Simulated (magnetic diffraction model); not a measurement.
# LaDy₂S₄ below its ordering temperature

Space group I-42d (no. 122), a = 8.4400 Å, c = 8.3550 Å.

| site | atom | x | y | z |
| --- | --- | --- | --- | --- |
| 8d | Dy | 0.6235 | 1/4 | 1/8 |
| 4a | La | 0 | 1/2 | 1/4 |
| 16e | S | 0.1725 | 0.4256 | 0.5523 |

The compound is invented for this exercise: a known structure type with other elements, its cell scaled to their sizes and not relaxed.

Only Dy is taken to order (form factors of Dy3+); orders and moment sizes are assumed, and not adapted to the symmetry. Radiation: neutrons of λ = 4.2 Å (absorption by Dy left out), 3° to 80°; isotropic B of 0.13 Å² (Dy), 0.13 Å² (La) and 0.14 Å² (S). Simulated constant-wavelength pattern: nuclear and magnetic terms add, the magnetic one as |2.695 fm × Σ f S⊥ exp(2πi Q·r) exp(−B s²)|², summed over all Q at one angle with the factor 1/(sin²θ cos θ). For a modulated order the moment at position r is S exp(−2πi k·r) + c.c., with S = m/2 for a sine wave of amplitude m and S = m(u + iv)/2 for moments turning in a plane, u and v being orthogonal unit vectors in it; the phase factor of the sum at Q = H + k is then exp(2πi H·r). Free-ion form factors, Sears's scattering lengths of 1992, no absorption; a label names one of the reflections at its angle. The strongest nuclear line in the range is 100, and lines under 0.2 are left out.

Above the ordering temperature:

```
2θ (°)    index      I
 41.42  (1 0 1)   12.7
 59.69  (2 0 0)    5.7
 75.25  (2 1 1)  100.0
 75.70  (1 1 2)   55.9
```

Below it (cell unchanged):

```tsv
2θ (°)	I
4.75	1144.6
37.80	26.4
38.03	39.3
41.42	12.7
41.72	15.4
44.96	21.3
45.16	31.7
59.69	5.7
59.91	16.1
60.58	7.9
70.51	29.4
73.00	6.6
73.45	12.8
75.25	100.0
75.70	55.9
77.89	6.5
78.33	12.5
```

**Question.** Check that the new lines index with k = (0 1/6 0), then choose among these models:
A. a sine wave with moments along [100] (amplitudes given), 7.7 μB on Dy; signs + at (0.6235, 1/4, 1/8), − at (0.8765, 1/4, 5/8), + at (1/4, 0.1235, 3/8), + at (1/4, 0.3765, 7/8)
B. moments turning in the plane of [100] and [001], 7.7 μB on Dy; signs + at (0.6235, 1/4, 1/8), − at (0.8765, 1/4, 5/8), + at (1/4, 0.1235, 3/8), + at (1/4, 0.3765, 7/8)
C. moments turning in the plane of [010] and [001], 7.7 μB on Dy; signs + at (0.6235, 1/4, 1/8), − at (0.8765, 1/4, 5/8), + at (1/4, 0.1235, 3/8), + at (1/4, 0.3765, 7/8)
D. a sine wave with moments along [010] (amplitudes given), 7.7 μB on Dy; signs + at (0.6235, 1/4, 1/8), − at (0.8765, 1/4, 5/8), + at (1/4, 0.1235, 3/8), + at (1/4, 0.3765, 7/8)

The new lines index as (0 1/6 0) at 4.75°, (1 5/6 0) at 37.80°, (0 5/6 1) at 38.03° and (1 1/6 1) at 41.72°, that is as H ± k with k = (0 1/6 0), one of 2 inequivalent arms of its star (k and −k counted as one), which a powder can't tell apart. Satellites come in pairs about each point of the reciprocal lattice.

Magnetic intensity, observed (below minus above) and for each model:

| 2θ (°) | index | observed | A | B | C | D |
| --- | --- | --- | --- | --- | --- | --- |
| 4.75 | (0 1/6 0) | 1144.6 | 572.3 | 1144.6 | 572.3 | <0.2 |
| 37.80 | (1 5/6 0) | 26.4 | 7.7 | 26.4 | 29.8 | 11.1 |
| 38.03 | (0 5/6 1) | 39.3 | 28.0 | 39.3 | 28.0 | 16.6 |
| 41.72 | (1 1/6 1) | 15.4 | 7.8 | 15.4 | 22.7 | 15.0 |
| 44.96 | (1 7/6 0) | 21.3 | 7.8 | 21.3 | 19.2 | 5.7 |
| 45.16 | (0 7/6 1) | 31.7 | 20.2 | 31.7 | 20.2 | 8.7 |
| 59.91 | (2 1/6 0) | 16.1 | <0.2 | 16.1 | 31.9 | 15.9 |
| 70.51 | (1 11/6 1) | 29.4 | 14.8 | 29.4 | 21.5 | 6.8 |

Model B matches.

The structure used: k = (0 1/6 0), moments turning in the plane of [100] and [001], 7.7 μB on Dy; signs + at (0.6235, 1/4, 1/8), − at (0.8765, 1/4, 5/8), + at (1/4, 0.1235, 3/8), + at (1/4, 0.3765, 7/8).

[Logs are printed without paths, hosts, clocks, repeated set-up lines and the standing remarks that a program may print on its own settings, such as how far it seeks lower states.]
